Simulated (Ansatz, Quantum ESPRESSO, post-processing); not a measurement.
# Y2COF MXene, 1 layer: response to a perpendicular field, part 2 of 2

Aim: how Y2COF MXene, 1 layer screens a field along its normal, and what the field does to its bands.

Quantum ESPRESSO 7.5; plane-wave DFT, PBE, GBRV ultrasoft pseudopotentials; geometry and cross-check by Ansatz 0.2.0 with PAW datasets.

So far. Step 13 (Band structure: field 0.4 V/Å): Upper empty bands that drop with the field can be states of the vacuum, held by the sawtooth; they depend on the cell's width. Step 14 (Valence density): The density integrates to 39.000 electrons, as the 39 of the input ask.

## Step 19: The same in Ansatz: field 0.1 V/Å

A second code with its own PAW datasets, on the same atoms.

Level of this step: plane-wave DFT, PBE, Ansatz PAW (Ansatz 0.2.0).

input.yaml

```yaml
crystal:
  lattice:
    - [3.5463068005, 0.0, 0.0]
    - [-1.7731534003, 3.0711917788, 0.0]
    - [0.0, 0.0, 22.0837308316]
  atoms:
    - { symbol: F, position: [0.3333333333, 0.6666666667, 0.3786745518] }
    - { symbol: "Y", position: [0.6666666667, 0.3333333333, 0.4327683534] }
    - { symbol: C, position: [0.0, 0.0, 0.4928622346] }
    - { symbol: "Y", position: [0.3333333333, 0.6666666667, 0.5752684437] }
    - { symbol: O, position: [0.6666666667, 0.3333333333, 0.608274793] }
kpoints:
  mp_grid: { grid: [12, 12, 1] }
hamiltonian:
  xc: pbe
scf:
  occupations: { method: fermi_dirac, width: 0.054 }
  convergence: { dr2_threshold: 1.0e-09 }
efield:
  axis: 3
  dipole_correction: true
  ramp_position: 0.97
  ramp_width: 0.04
  amplitude: 0.1
output:
  write_potential: true
  write_density: true
  volumetric_format: npy
```

The run is started by

```
> ansatz run input.yaml --threads 4 --pin off --max-ram 8192MiB --backend cpu --events-out ev --progress --plain --runs-dir out
```

The job ended after 4.6 s (4 threads of Arm Neoverse V2, shared host; peak memory 0.52 GiB).

Read from the output:

* free energy: -9329.0640 eV
* energy at zero smearing: -9329.0433 eV
* smearing term TS: 0.04133 eV
* Fermi energy: -0.6055 eV
* dipole along the normal: -0.05638 e·Å

At 0.1 V/Å Ansatz's dipole is -0.0564 e Å against -0.0554 from pw.x.

## Step 20: Cross-check with Ansatz: field -0.1 V/Å

input.yaml, as its differences from the input of step 19:

```diff
@@ -23,3 +23,3 @@
   ramp_width: 0.04
-  amplitude: 0.1
+  amplitude: -0.1
 output:
```

Wall time 4.6 s (4 threads); peak memory 0.52 GiB.

Read from the output:

- free energy: -9329.0820 eV
- energy at zero smearing: -9329.0617 eV
- smearing term TS: 0.04056 eV
- Fermi energy: -0.6454 eV
- dipole along the normal: -0.1236 e·Å

## Step 21: Dipole against field, Ansatz

Table of dipole along the normal, dipole moment by applied field:

```csv
applied field (V/Å),"dipole along the normal, dipole moment (e·Å)"
-0.1000,-0.124
0.0000,-0.0903
0.1000,-0.0564
```

## Step 22: SCF with pw.x, with ecutwfc = 20, ecutrho = 100 and eopreg = 0.02

A sensitivity test on the input.

Level of this step: plane-wave DFT, PBE, GBRV ultrasoft pseudopotentials (Quantum ESPRESSO 7.5).

f1.w0.in

```
&control
  prefix = 'f1.w0'
  outdir = './out'
  pseudo_dir = './pseudo'
  calculation = 'scf'
  tprnfor = .true.
  tefield = .true.
  dipfield = .true.
/
&system
  ibrav = 0
  nat = 5
  ntyp = 4
  ecutwfc = 20
  ecutrho = 100
  occupations = 'smearing'
  smearing = 'fd'
  degauss = 0.004
  edir = 3
  emaxpos = 0.97
  eopreg = 0.02
  eamp = 0.00194469
/
&electrons
  conv_thr = 1e-09
  mixing_beta = 0.4
  electron_maxstep = 120
  mixing_mode = 'plain'
/
ATOMIC_SPECIES
  F   18.9984  f_pbe_v1.4.uspp.F.UPF
  Y   88.9058  y_pbe_v1.4.uspp.F.UPF
  C   12.0110  c_pbe_v1.2.uspp.F.UPF
  O   15.9990  o_pbe_v1.2.uspp.F.UPF
CELL_PARAMETERS angstrom
  3.54630680050312 0.00000000000000 0.00000000000000
  -1.77315340025156 3.07119177884921 -0.00000000000000
  0.00000000000000 0.00000000000000 22.08373083160000
ATOMIC_POSITIONS crystal
  F   0.333333333333 0.666666666667 0.378674551785
  Y   0.666666666667 0.333333333333 0.432768353352
  C   -0.000000000000 -0.000000000000 0.492862234641
  Y   0.333333333333 0.666666666667 0.575268443728
  O   0.666666666667 0.333333333333 0.608274792994
K_POINTS automatic
  12 12 1 0 0 0
```

The run is started by

```
> OMP_NUM_THREADS=1 mpirun -n 4 pw.x -nk 4 -in f1.w0.in > f1.w0.out
```

Run time: 22 s. Hardware: 4 MPI ranks; peak memory 0.38 GiB.

The changed values were drawn from a wide range, not chosen for quality; the comparison shows what they did here together.

Beside the run it was changed from:

```csv
quantity,this run,unchanged run,difference
dipole along the normal (e·Å),-0.05090,-0.05544,0.0045
free energy (eV),-3781.296,-3789.039,7.7
wall time (s),22,69,
SCF iterations,16,10,
```

The free energy moves by +1.5e+03 meV an atom.

This run starts from superposed atoms, the unchanged one from a saved density, so their iteration counts don't compare.

The physical values in this table move by up to 8.2 %.

## Step 23: Ground state, with K_POINTS = [1, 1, 1]

Another try, with an input changed as a hurried user might.

f1.bad.in

```
&control
  prefix = 'f1.bad'
  outdir = './out'
  pseudo_dir = './pseudo'
  calculation = 'scf'
  tprnfor = .true.
  tefield = .true.
  dipfield = .true.
/
&system
  ibrav = 0
  nat = 5
  ntyp = 4
  ecutwfc = 40
  ecutrho = 200
  occupations = 'smearing'
  smearing = 'fd'
  degauss = 0.004
  edir = 3
  emaxpos = 0.97
  eopreg = 0.04
  eamp = 0.00194469
/
&electrons
  conv_thr = 1e-09
  mixing_beta = 0.4
  electron_maxstep = 100
  mixing_mode = 'plain'
/
ATOMIC_SPECIES
  F   18.9984  f_pbe_v1.4.uspp.F.UPF
  Y   88.9058  y_pbe_v1.4.uspp.F.UPF
  C   12.0110  c_pbe_v1.2.uspp.F.UPF
  O   15.9990  o_pbe_v1.2.uspp.F.UPF
CELL_PARAMETERS angstrom
  3.54630680050312 0.00000000000000 0.00000000000000
  -1.77315340025156 3.07119177884921 -0.00000000000000
  0.00000000000000 0.00000000000000 22.08373083160000
ATOMIC_POSITIONS crystal
  F   0.333333333333 0.666666666667 0.378674551785
  Y   0.666666666667 0.333333333333 0.432768353352
  C   -0.000000000000 -0.000000000000 0.492862234641
  Y   0.333333333333 0.666666666667 0.575268443728
  O   0.666666666667 0.333333333333 0.608274792994
K_POINTS automatic
  1 1 1 0 0 0
```

The run is started by

```
> OMP_NUM_THREADS=1 mpirun -n 4 pw.x -nk 1 -in f1.bad.in > f1.bad.out
```

The job ended after 5.8 s (4 MPI ranks; peak memory 0.37 GiB; 23 s of CPU time).

Residual by cycle:

cycle, log10 residual and a bar from the least value:
```
        1        0.1 ##############################
        3       -0.2 #############################
        4       -1.4 #########################
        6       -1.4 #########################
        7       -2.7 #####################
        9       -3.5 ###################
       10       -4.5 ################
       12       -5.6 ############
       13       -6.1 ###########
       15       -7.5 ######
       16       -8.2 ####
       18       -9.6
```

The cycle converged. A setting was moved off its sound value on purpose, so this run is a test.

The fault put into the input: the zone centre alone in the plane of the slab (K_POINTS = [1, 1, 1]).

Beside the run it was changed from:

```csv
quantity,this run,unchanged run,difference
dipole along the normal (e·Å),0.04216,-0.05544,0.098
free energy (eV),-3788.102,-3789.039,0.94
wall time (s),5.8,69,
SCF iterations,18,10,
```

The free energy moves by +1.9e+02 meV an atom.

This run starts from superposed atoms, the unchanged one from a saved density, so their iteration counts don't compare.

The physical values in this table move by up to 1.8e+02 %.

## Step 24: Worked from the printed numbers

α = Δp/E = (-0.05544 − (-0.08894)) e Å / 0.1 V/Å = 0.3350 e Å²/V; times e/(4πε₀) = 14.40 V Å this is 4.824 Å³. With A = 10.891 Å², 4πα/A = 5.565 Å.

## Step 25: What came out

- polarisability along the normal, a cell: 4.82 Å³
- sheet polarisability 4πα/A: 5.57 Å
- dipole without a field: -0.0889 e·Å

**Reading.** The sheet answers a field with a polarisability of 4.82 Å³ a cell, or 4πα/A = 5.57 Å (PBE, GBRV ultrasoft). In pw.x the dipole follows the field linearly over the range tried. A perfect conductor 5.57 Å thick would screen alike; the outer atoms lie 5.07 Å apart. At 0.1 V/Å the sheet takes 0.557 eV off the potential drop. Quantum ESPRESSO and Ansatz give 4.824 and 4.838 Å³ for the polarisability (pw.x from 0 and 0.1 V/Å, Ansatz from ±0.1 V/Å), which agree. The ions stay at their zero-field places, so this is the electrons' response alone. Without a field the sheet has no gap. Spin-orbit coupling is left out; depending on the atoms that carry the levels of interest, it can split and shift them by tens to hundreds of meV. The runs have no spin polarisation although the electron count is odd.

[Logs are printed without paths, hosts, clocks, repeated set-up lines and the standing remarks that a program may print on its own settings, such as how far it seeks lower states.]

[Hosts, paths, dates, database ids (printed as entryN), source tags and the programs' standing remarks are cut or masked in the printed files.]

[Maps of the electrostatic potential energy from Ansatz leave out the sawtooth potential of an applied field or a dipole correction, so their vacuum need not be flat; planar profiles and work functions include it.]
